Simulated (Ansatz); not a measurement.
# What KLiB2 (built on the sites of a database entry of LiB) distorts into, part 2 of 2

Aim: this structure of KLiB2 (built on the sites of a database entry of LiB) is to be tested for unstable modes, and one is followed downhill.

Ansatz 0.2.0; DFT PBE+D3(BJ), scalar-relativistic, plane waves, PAW.

So far, highest frequency on the path or at a solved wavevector (cm⁻¹): step 2 (the dispersion) 1350. Also lowest frequency on the path (cm⁻¹): step 2 -98.6.

The structure was built from a prototype and need not be the compound's stable phase.

## (5) Energy along the mode, all amplitudes (two of the runs are shown above)

An imaginary frequency means negative curvature, so the energy should fall and then rise again as anharmonic terms take over.

This step gave:

- depth at the lowest point sampled: 6.575 meV/atom
- largest atomic shift at that point: 0.45 Å

The energy from the parent by largest atomic shift:

```
largest atomic shift (Å)  energy from the parent (meV/atom)
                   0.000                                  0
                   0.040                             -0.107
                   0.080                             -0.422
                   0.140                              -1.24
                   0.220                              -2.77
                   0.320                              -4.86
                   0.450                              -6.58
                   0.600                              -5.21
```

Displacement at unit largest shift by atom:

```
atom  x (Å)  y (Å)  z (Å)  size
 Li1   0.00   0.00   0.56  0.56
  K2   0.00   0.00   0.43  0.43
  B3   0.00   0.00  -0.92  0.92
  B4   0.00   0.00  -1.00  1.00
```

The lowest of the steps tried is at 0.45 Å, 6.58 meV/atom below the parent; the bottom of the well need not coincide with a step.

## (6) Relaxation from the frozen mode

Starting from the lowest point found, all atoms and the cell are let go, so that strain and other modes of the same symmetry can join in.

input.yaml reads:

```yaml
crystal:
  lattice:
    - [4.7979879418, 2.8112e-06, 0.0]
    - [-2.3989964055, 4.155178039, 0.0]
    - [0.0, 0.0, 3.1647645883]
  atoms:
    - { symbol: Li, position: [0.3333333333, 0.6666666667, 0.3298149107] }
    - { symbol: K, position: [0.6666666667, 0.3333333333, 0.8114049091] }
    - { symbol: B, position: [0.0, 0.0, 0.1188564397] }
    - { symbol: B, position: [0.0, 0.0, 0.6078093291] }
kpoints:
  mp_grid: { grid: [10, 10, 12] }
hamiltonian:
  xc: pbe
  dispersion: d3bj
scf:
  occupations: { method: methfessel_paxton, width: 0.15 }
output:
  forces: true
  stress: true
  eigenvalues: true
relax:
  adjacent_minimum: "off"
  f_tol: 0.002
  max_steps: 120
  cell: { stress_tol: 0.03 }
```

On the command line:

```
> ansatz run input.yaml --threads 8 --pin off --max-ram 14336MiB --backend cpu --events-out ev --progress --plain --runs-dir out
```

Numbers of over 12 decimals in the logs are rounded to 6 here.

The program printed:

```text
[...]
Crystal: 4 atoms, lattice volume = 63.094 Å³
Basis set: ecut = 420 eV, 1223 PW (Γ), exchange–correlation on 72×72×48 points (8 copies of the dense FFT grid, shifted against one another)
Bands: 13, of which v1, the nominal top of the filled ones, is band 9 counted from 1 (8 counted from 0)
Symmetry: 6 space group operations
[...]
k-points: 138 of 1200 (time reversal used)
[...]
SCF iter   1: F=—  HF=-2054.270849 eV  |F-HF|=—  |Δ(HF+E_count)|=         —  Δρ=1.80e-3  dr2=2.03e-3  ethr=1.77e-3  ⟨swp⟩=5.3  Hψ=10835  notcnv=0
[...]
SCF iter   7: F=-2054.270754 eV  HF=-2054.270754 eV  |F-HF|=1.80e-9  |Δ(HF+E_count)|=   9.46e-9  S|Δr|=    0.00e0  Δρ=2.97e-6  dr2=6.39e-9  ethr=5.56e-10  ⟨swp⟩=4.0  Hψ=5300  notcnv=0
SCF 1 converged in 7 iterations: F = -2054.270754 eV  dr2 = 6.39e-9
[...]
relax step   1: F+E_penalty+E_count = -2054.27075391 eV  Δ(F+E_penalty+E_count) = +0.000e0 eV  max|allowed force component| = 4.150e-1 eV/Å  Δτ_max = 0.0000 Å  P = -0.016 GPa  Ω = 63.094 Å³  (7 SCF iters, dr2 threshold 1.00e-7 eV, accepted)
Crystal: 4 atoms, lattice volume = 62.422 Å³
Basis set: ecut = 420 eV, 1217 PW (Γ), exchange–correlation on 72×72×48 points (8 copies of the dense FFT grid, shifted against one another)
[...]
SCF iter   5: F=-2054.275787 eV  HF=-2054.275787 eV  |F-HF|=5.25e-8  |Δ(HF+E_count)|=   5.47e-8  S|Δr|=    0.00e0  Δρ=1.90e-5  dr2=7.19e-8  ethr=2.22e-9  ⟨swp⟩=6.8  Hψ=10020  notcnv=0
SCF 2 converged in 5 iterations: F = -2054.275787 eV  dr2 = 7.19e-8
relax step   2: F+E_penalty+E_count = -2054.27578707 eV  Δ(F+E_penalty+E_count) = -5.033e-3 eV  max|allowed force component| = 1.560e-1 eV/Å  Δτ_max = 0.0617 Å  P = +0.175 GPa  Ω = 62.422 Å³  energy of the carried Pulay correction = +3.183e-4 eV  (5 SCF iters, dr2 threshold 4.00e-7 eV, accepted)
Crystal: 4 atoms, lattice volume = 62.666 Å³
[...]
SCF iter   4: F=-2054.276772 eV  HF=-2054.276772 eV  |F-HF|=1.74e-8  |Δ(HF+E_count)|=   1.60e-5  S|Δr|=    0.00e0  Δρ=3.32e-5  dr2=3.00e-7  ethr=2.22e-9  ⟨swp⟩=5.9  Hψ=11017  notcnv=0
SCF 3 converged in 4 iterations: F = -2054.276772 eV  dr2 = 3.00e-7
relax step   3: F+E_penalty+E_count = -2054.27677202 eV  Δ(F+E_penalty+E_count) = -9.850e-4 eV  max|allowed force component| = 5.071e-2 eV/Å  Δτ_max = 0.0180 Å  P = +0.028 GPa  Ω = 62.666 Å³  energy of the carried Pulay correction = +2.025e-4 eV  (4 SCF iters, dr2 threshold 4.00e-7 eV, accepted)
[...]
relax step   4: F+E_penalty+E_count = -2054.27717892 eV  Δ(F+E_penalty+E_count) = -4.069e-4 eV  max|allowed force component| = 2.704e-2 eV/Å  Δτ_max = 0.0292 Å  P = -0.006 GPa  Ω = 62.726 Å³  energy of the carried Pulay correction = +1.741e-4 eV  (5 SCF iters, dr2 threshold 1.61e-7 eV, accepted)
[...]
relax step   5: F+E_penalty+E_count = -2054.27720780 eV  Δ(F+E_penalty+E_count) = -2.888e-5 eV  max|allowed force component| = 8.422e-3 eV/Å  Δτ_max = 0.0060 Å  P = -0.001 GPa  Ω = 62.728 Å³  energy of the carried Pulay correction = +1.729e-4 eV  (4 SCF iters, dr2 threshold 4.57e-8 eV, accepted)
[...]
relax step   6: F+E_penalty+E_count = -2054.27721204 eV  Δ(F+E_penalty+E_count) = -4.236e-6 eV  max|allowed force component| = 5.115e-4 eV/Å  Δτ_max = 0.0015 Å  P = -0.002 GPa  Ω = 62.723 Å³  energy of the carried Pulay correction = +1.754e-4 eV  (5 SCF iters, dr2 threshold 4.43e-9 eV, accepted)
Basis set: ecut = 420 eV, 1217 PW (Γ), exchange–correlation on 64×64×48 points (8 copies of the dense FFT grid, shifted against one another)
[...]
SCF iter   5: F=-2054.277052 eV  HF=-2054.277052 eV  |F-HF|=2.73e-12  |Δ(HF+E_count)|=  4.64e-11  S|Δr|=    0.00e0  Δρ=8.36e-8  dr2=2.60e-12  ethr=1.00e-12  ⟨swp⟩=5.2  Hψ=10150  notcnv=0
SCF 7 converged in 5 iterations: F = -2054.277052 eV  dr2 = 2.60e-12
relax step   7: F+E_penalty+E_count = -2054.27705190 eV  Δ(F+E_penalty+E_count) = +1.601e-4 eV  max|allowed force component| = 4.853e-4 eV/Å  Δτ_max = 0.0000 Å  P = -0.004 GPa  Ω = 62.723 Å³  stress off target by 7.62e-3 GPa  SCF on the basis re-selected at this cell (its energy is not comparable with the rows above)  (5 SCF iters)
basis re-selected at this cell: Δ(F+E_penalty+E_count) = +1.601e-4 eV, ΔP = -0.002 GPa vs the last step (what re-selecting the basis moved, of the pressure what is left beyond the Pulay correction that the steps carried, after the strain that the cell walked since its last selection, with what the two solves' SCF thresholds leave and, on support functions, any second-order correction that the steps lacked; it is no measure of the basis error at this ecutwfc). The dense FFT grid was sized anew with the basis: this SCF ran on 32×32×24 points, the steps before it on 36×36×24, so part of this shift can come from that change (see relax.cell in the input reference). [rest of the remark cut]
SCF converged after 5 iterations
[...]
Free energy (F): -2054.277052 eV
[...]
Internal energy: -2054.276766 eV  (E = F + TS)
E sigma→0 (E₀):  -2054.276980 eV
Entropy (-TS):   -0.000286 eV (-0.072 meV/atom)
Fermi energy:    5.564444 eV
[...]
--- Forces (eV/Å), atoms counted from 1 ---
  atom   1  Li     0.00000000     0.00000000    -0.00012705
  atom   2  K     -0.00000000    -0.00000000     0.00011128
  atom   3  B      0.00000000     0.00000000     0.00048770
  atom   4  B      0.00000000     0.00000000    -0.00046244
  max |Σ_I F_I| component: 9.48e-6 eV/Å
--- Stress (GPa, compression-positive) ---
       -0.007622       0.000000       0.000000
        0.000000      -0.007622      -0.000000
        0.000000      -0.000000       0.003369
  P = ⅓ Tr σ = -0.0040 GPa (-0.040 kbar)
--- Band table (eV; the first three rows and the last of 138) ---
  k-point 0: bands = [... 5 lower, -3.9488, 2.3579, 2.9138, 2.9138, 6.4703, 9.4873, 9.4873, 9.7566]
  k-point 1: bands = [... 5 lower, -3.8709, 2.1652, 3.0096, 3.0096, 6.5437, 9.4595, 9.4595, 9.8653]
  k-point 2: bands = [... 5 lower, -3.6430, 1.6449, 3.2967, 3.2967, 6.7373, 9.3489, 9.3489, 10.1219]
  k-point 137: bands = [... 5 lower, -1.5549, -1.0778, 4.8362, 5.4656, 5.6531, 6.2518, 9.3092, 9.3730]
--- Relaxed structure (6 steps of the walk, 6 accepted, 1 SCFs on fresh bases) ---
  F+E_penalty+E_count = -2054.27705190 eV   max|allowed force component| = 4.853e-4 eV/Å   (the final SCF, on the basis selected at the relaxed cell)
  cell:  # Å, volume = 62.7233 Å³
    - [4.780263, 2.8008319334448143e-6, 3.887188117439956e-19]
    - [-2.390134, 4.139828, -1.943593530209553e-19]
    - [2.563998795209181e-19, 0, 3.169527]
  atoms:
    - { symbol: Li, position: [0.333333, 0.666667, 0.342028] }
    - { symbol: K, position: [0.666667, 0.333333, 0.841957] }
    - { symbol: B, position: [5.587677060142923e-19, 0, 0.095966] }
    - { symbol: B, position: [4.85143350537805e-19, 0, 0.587935] }
```

It took 11 s on 8 threads of Arm Neoverse V2, shared host; peak memory 0.55 GiB.

The steps of the relaxation:

```
step  energy less that of the first step (eV)  largest force component (eV/Å)  pressure (GPa)  volume (Å³)
   1                                   0.0000                          0.4150           -0.02        63.09
   2                                  -0.0050                          0.1560            0.18        62.42
   3                                  -0.0060                          0.0507            0.03        62.67
   4                                  -0.0064                          0.0270           -0.01        62.73
   5                                  -0.0065                          0.0084            0.00        62.73
   6                                  -0.0065                          0.0005            0.00        62.72
  7*                                  -0.0063                          0.0005            0.00        62.72
```

Relaxation steps marked * repeat the geometry before them on a plane-wave basis chosen anew for their cell, so energy and pressure can jump there.

The run keeps the 6 symmetry operations that it works with, so distortions that break them were not tested.

```
     cell as run  before  after  change
           a (Å)   4.798  4.780  -0.4 %
           b (Å)   4.798  4.780  -0.4 %
           c (Å)   3.165  3.170  +0.2 %
volume (Å³/atom)   15.77  15.68  -0.6 %
```

The atoms that moved most (Å, as changes of fractional coordinates times the final cell):

```
atom     dx     dy      dz  length
  K2  0.000  0.000   0.097   0.097
  B3  0.000  0.000  -0.073   0.073
  B4  0.000  0.000  -0.063   0.063
 Li1  0.000  0.000   0.039   0.039
```

The relaxed structure:

```cif
data_structure
_symmetry_space_group_name_H-M 'P 1'
_symmetry_Int_Tables_number 1
_cell_length_a 4.7803
_cell_length_b 4.7803
_cell_length_c 3.1695
_cell_angle_alpha 90.000
_cell_angle_beta 90.000
_cell_angle_gamma 120.000
_cell_volume 62.72
loop_
_atom_site_label
_atom_site_type_symbol
_atom_site_fract_x
_atom_site_fract_y
_atom_site_fract_z
_atom_site_occupancy
Li1 Li 0.33333 0.66667 0.34203 1
K2 K 0.66667 0.33333 0.84196 1
B3 B 0.00000 0.00000 0.09597 1
B4 B 0.00000 0.00000 0.58793 1
```

This step gave:

| Item | Value |
| --- | --- |
| pressure | -0.003958 GPa |
| volume per atom | 15.68 Å³ |

The distorted start has space group P3m1; the relaxation ends in P-6m2.

## (7) The new phase in its own primitive cell

The relaxed structure is symmetrised, reduced to its primitive cell and relaxed tightly, as its phonons need.

input.yaml, the sections that differ from step 6:

```yaml
crystal:
  lattice:
    - [4.7802634971, 0.0, 0.0]
    - [-2.3901317486, 4.1398296253, 0.0]
    - [0.0, 0.0, 3.1695273439]
  atoms:
    - { symbol: Li, position: [0.3333333333, 0.6666666667, 0.0] }
    - { symbol: K, position: [0.6666666667, 0.3333333333, 0.5] }
    - { symbol: B, position: [0.0, 0.0, 0.753937864] }
    - { symbol: B, position: [0.0, 0.0, 0.246062136] }
kpoints:
  mp_grid: { grid: [9, 9, 12] }
relax:
  adjacent_minimum: "off"
  f_tol: 0.001
  max_steps: 60
  cell: { stress_tol: 0.01 }
# hamiltonian, scf, output: as in step 6
```

The program printed:

```text
[...]
Crystal: 4 atoms, lattice volume = 62.723 Å³
Basis set: ecut = 420 eV, 1217 PW (Γ), exchange–correlation on 64×64×48 points (8 copies of the dense FFT grid, shifted against one another)
Bands: 13, of which v1, the nominal top of the filled ones, is band 9 counted from 1 (8 counted from 0)
Symmetry: 12 space group operations
[...]
k-points: 84 of 972 (time reversal used)
[...]
--- Relaxed structure (3 steps of the walk, 3 accepted, 1 SCFs on fresh bases) ---
[...]
cell:  # Å, volume = 62.7205 Å³
    - [4.780178, 2.8866898046601532e-11, 0]
    - [-2.390089, 4.139755, 0]
    - [0, 0, 3.169500]
  atoms:
    - { symbol: Li, position: [0.333333, 0.666667, 0] }
    - { symbol: K, position: [0.666667, 0.333333, 0.5] }
    - { symbol: B, position: [0, 0, 0.753986] }
    - { symbol: B, position: [0, 0, 0.246014] }
[key lines of the parts left out:]
SCF converged after 6 iterations
Free energy (F): -2054.277057 eV
Fermi energy:    5.572076 eV
P = ⅓ Tr σ = 0.0000 GPa (0.000 kbar)
```

Elapsed: 3.9 s, on 8 threads; peak memory 0.49 GiB; 27 s of CPU time.

Little changed from the start: no atom moved by 0.005 Å and no cell edge by 0.1 %.

Numbers from this step:

```yaml
pressure: 2.42e-5 GPa
```

The largest force component left is 0.39 meV/Å and the pressure is 0.000 GPa, within the tolerances set. The cell now holds 15.68 Å³/atom.

## (8) Modes of the new phase, k-mesh 9×9×12

A relaxed structure may still be a saddle point, so its zone-centre modes are computed. No field response is asked, since the mesh shows no gap.

input.yaml, the sections that differ from step 7:

```yaml
crystal:
  lattice:
    - [4.7801777755, 0.0, 0.0]
    - [-2.3900888878, 4.1397553882, 0.0]
    - [0.0, 0.0, 3.1694995909]
  atoms:
    - { symbol: Li, position: [0.3333333333, 0.6666666667, 0.0] }
    - { symbol: K, position: [0.6666666667, 0.3333333333, 0.5] }
    - { symbol: B, position: [0.0, 0.0, 0.7539858452] }
    - { symbol: B, position: [0.0, 0.0, 0.2460141548] }
output:
  eigenvalues: true
phonons:
  method: dfpt
# kpoints, hamiltonian, scf: as in step 7
# relax: removed
```

The program printed:

```text
[...]
Crystal: 4 atoms, lattice volume = 62.720 Å³
Basis set: ecut = 420 eV, 1217 PW (Γ), exchange–correlation on 64×64×48 points (8 copies of the dense FFT grid, shifted against one another)
Bands: 13, of which v1, the nominal top of the filled ones, is band 9 counted from 1 (8 counted from 0)
Symmetry: 12 space group operations
k-points: 275 of 972 (irreducible under 2 space group operations, time reversal used)
[...]
SCF iter   1: F=—  HF=-2054.277054 eV  |F-HF|=—  |Δ(HF+E_count)|=         —  Δρ=1.73e-3  dr2=1.60e-3  ethr=1.77e-3  ⟨swp⟩=5.4  Hψ=21664  notcnv=0
[...]
SCF iter   9: F=-2054.277057 eV  HF=-2054.277057 eV  |F-HF|=2.27e-12  |Δ(HF+E_count)|=  3.73e-11  S|Δr|=    0.00e0  Δρ=7.09e-8  dr2=3.82e-12  ethr=1.00e-12  ⟨swp⟩=5.8  Hψ=22680  notcnv=0
SCF 1 converged in 9 iterations: F = -2054.277057 eV  dr2 = 3.82e-12
[...]
DFPT response loops at Γ: preconditioner auto → Kerker (q_TF=auto, 2.216 Å⁻¹) (partly filled bands, converged f_vac=0.000); β = 1.00, the filter's whole step (`scf.mixing.beta` (0.50) is not read by the response loops under this deck's `scf.mixing.preconditioner`; to damp them name `kerker` or `kerker_dos`, under which they read `scf.mixing.beta`, and type it under 1.00, their step now; both keys bind the ground state too); Broyden in place of MSR1
SCF converged after 9 iterations
[...]
Free energy (F): -2054.277057 eV
[...]
Internal energy: -2054.276716 eV  (E = F + TS)
E sigma→0 (E₀):  -2054.276972 eV
Entropy (-TS):   -0.000341 eV (-0.085 meV/atom)
Fermi energy:    5.572076 eV
[...]
--- Band table (eV; the first three rows and the last of 275) ---
  k-point 0: bands = [... 5 lower, -3.9488, 2.3580, 2.9139, 2.9139, 6.4708, 9.4879, 9.4879, 9.7568]
  k-point 1: bands = [... 5 lower, -3.8708, 2.1653, 3.0098, 3.0098, 6.5442, 9.4600, 9.4600, 9.8655]
  k-point 2: bands = [... 5 lower, -3.6430, 1.6450, 3.2968, 3.2968, 6.7378, 9.3494, 9.3494, 10.1222]
  k-point 274: bands = [... 5 lower, -1.5372, -1.1565, 5.0624, 5.2729, 5.6384, 6.5945, 9.3765, 9.4386]
--- Phonons (Γ-DFPT): 6 representative perturbations + reference, on 275 of 972 k-points (Σ response iterations 18) ---
  k mesh reduced under 2 symmetry operations, with k and −k counted as one. Each operation leaves every solved perturbation unchanged. A smaller set is not used because it would not reduce the number of displacements times k-points to solve
  ASR residual: 1.601e-3 → 0.000e0 eV/Å²; symmetrization residual: 9.064e-7 eV/Å²
[...]
ASR residual per site (eV/Å²): 8.63e-6 1.60e-3 9.38e-6 9.38e-6
[...]
non-analytic LO–TO correction: not included (Born effective charges unavailable; polar crystals: no LO–TO splitting at Γ)
```

The job ended after 18 s (8 threads; peak memory 1 GiB).

This step gave:

| Property | Result |
| --- | --- |
| sum-rule residual before enforcement | 0.001601 eV/Å² |
| highest optical mode at the zone centre (no LO-TO term) | 1306 cm⁻¹ |
| lowest optical zone-centre mode | 66.35 cm⁻¹ |

Patterns of degenerate modes are one choice out of their space. The modes at Γ (shares of kinetic energy by element, %):

```
mode  frequency (cm⁻¹)  symmetry  Li %  K %  B %
   1               0.0  acoustic    10   58   32
   2               0.0  acoustic    10   58   32
   3               0.0  acoustic    10   58   32
   4              66.3      A2''     2   30   68
   5             158.4      A2''    87   12    0
   6             213.1        E'    79    0   21
   7             213.1        E'    79    0   21
   8             292.6        E'    11   42   47
   9             292.6        E'    11   42   47
  10             466.4       E''     0    0  100
  11             466.4       E''     0    0  100
  12            1305.7       A1'     0    0  100
```

Displacements in mode 4 (66.3 cm⁻¹), the largest set to 1:
```
Li1  0.00  0.00 -0.33
K2   0.00  0.00 -0.49
B3   0.00  0.00  1.00
B4   0.00  0.00  1.00
```

Displacements in mode 12 (1305.7 cm⁻¹), the largest set to 1:
```
Li1  0.00  0.00  0.00
K2   0.00  0.00  0.00
B3   0.00  0.00  1.00
B4   0.00  0.00 -1.00
```

Before it was imposed, the acoustic sum rule was missed by 0.0016 eV/Å². Small misses are needed for a sound result but don't prove that mesh and cutoff are converged. The lowest optical mode is real, 66.3 cm⁻¹.

## (9) The phases reached

The phases reached along the modes that were followed are set side by side.

Energies are those of the first relaxation, on the mesh of the frozen mode; space group, volume and gap are those of the last relaxation. Phases, by row:

```
            mode frozen in  space group  energy from parent (meV/atom)  volume (Å³/atom)  gap on mesh (eV)  lowest zone-centre optical mode (cm⁻¹)  largest shift (Å)
                    parent        P-6m2                              0             15.77                 0                                       –                  –
q = (0, -0.5, 0), 99i cm⁻¹       Pmc2_1                         -118.3              16.8                 0                                    39.1              1.128
   q = (0, 0, 0), 71i cm⁻¹        P-6m2                          -8.15             15.68                 0                                    66.3              0.409
```

## (10) What came out

```json
{
 "unstable mode of the parent": "q = (0, 0, 0), 71i cm⁻¹",
 "depth at the lowest point sampled": "6.58 meV/atom",
 "largest atomic shift at that point": "0.45 Å",
 "space group reached (within 0.01 Å)": "P-6m2",
 "energy gained over the parent (first relaxation, on the mesh of the frozen mode)": "8.15 meV/atom",
 "volume per atom, phase reached": "15.7 Å³",
 "lowest optical zone-centre mode, phase reached": "66.3 cm⁻¹",
 "highest optical mode at the zone centre (no LO-TO term), phase reached": "1306 cm⁻¹"
}
```

What this shows: Along this mode the structure falls into P-6m2, 8.15 meV/atom below the parent. At the parent's cell the well is 6.575 meV/atom deep on the steps tried, with its lowest point at a shift of 0.45 Å. Relaxing atoms and cell changes the gain by +1.57 meV/atom against the lowest step (energies at zero smearing). The end point has the space group of the parent. The new phase has no imaginary mode at the zone centre of its cell; other wavevectors were not checked. Of the 2 patterns followed to their end from this parent, this one ends 110 meV/atom above the lowest, Pmc2_1. Each path keeps the symmetry of its pattern, so a lower phase may lie along a pattern not tried. With no gap, or one that is small against the smearing, the frequencies hang on the k mesh and the smearing, most of all near Kohn anomalies. A phonon run warned that its eigensolver left some bands unconverged in a pass. In the phonons the program treats the change of the C6 weights of the dispersion term with coordination only in part. The starting cell was built on a prototype and not taken from a measurement, so the phase need not exist.

[Logs are printed without paths, hosts, clocks, repeated set-up lines and the standing remarks that a program may print on its own settings, such as how far it seeks lower states.]

[Hosts, paths, dates, database ids (printed as entryN), source tags and the programs' standing remarks are cut or masked in the printed files.]
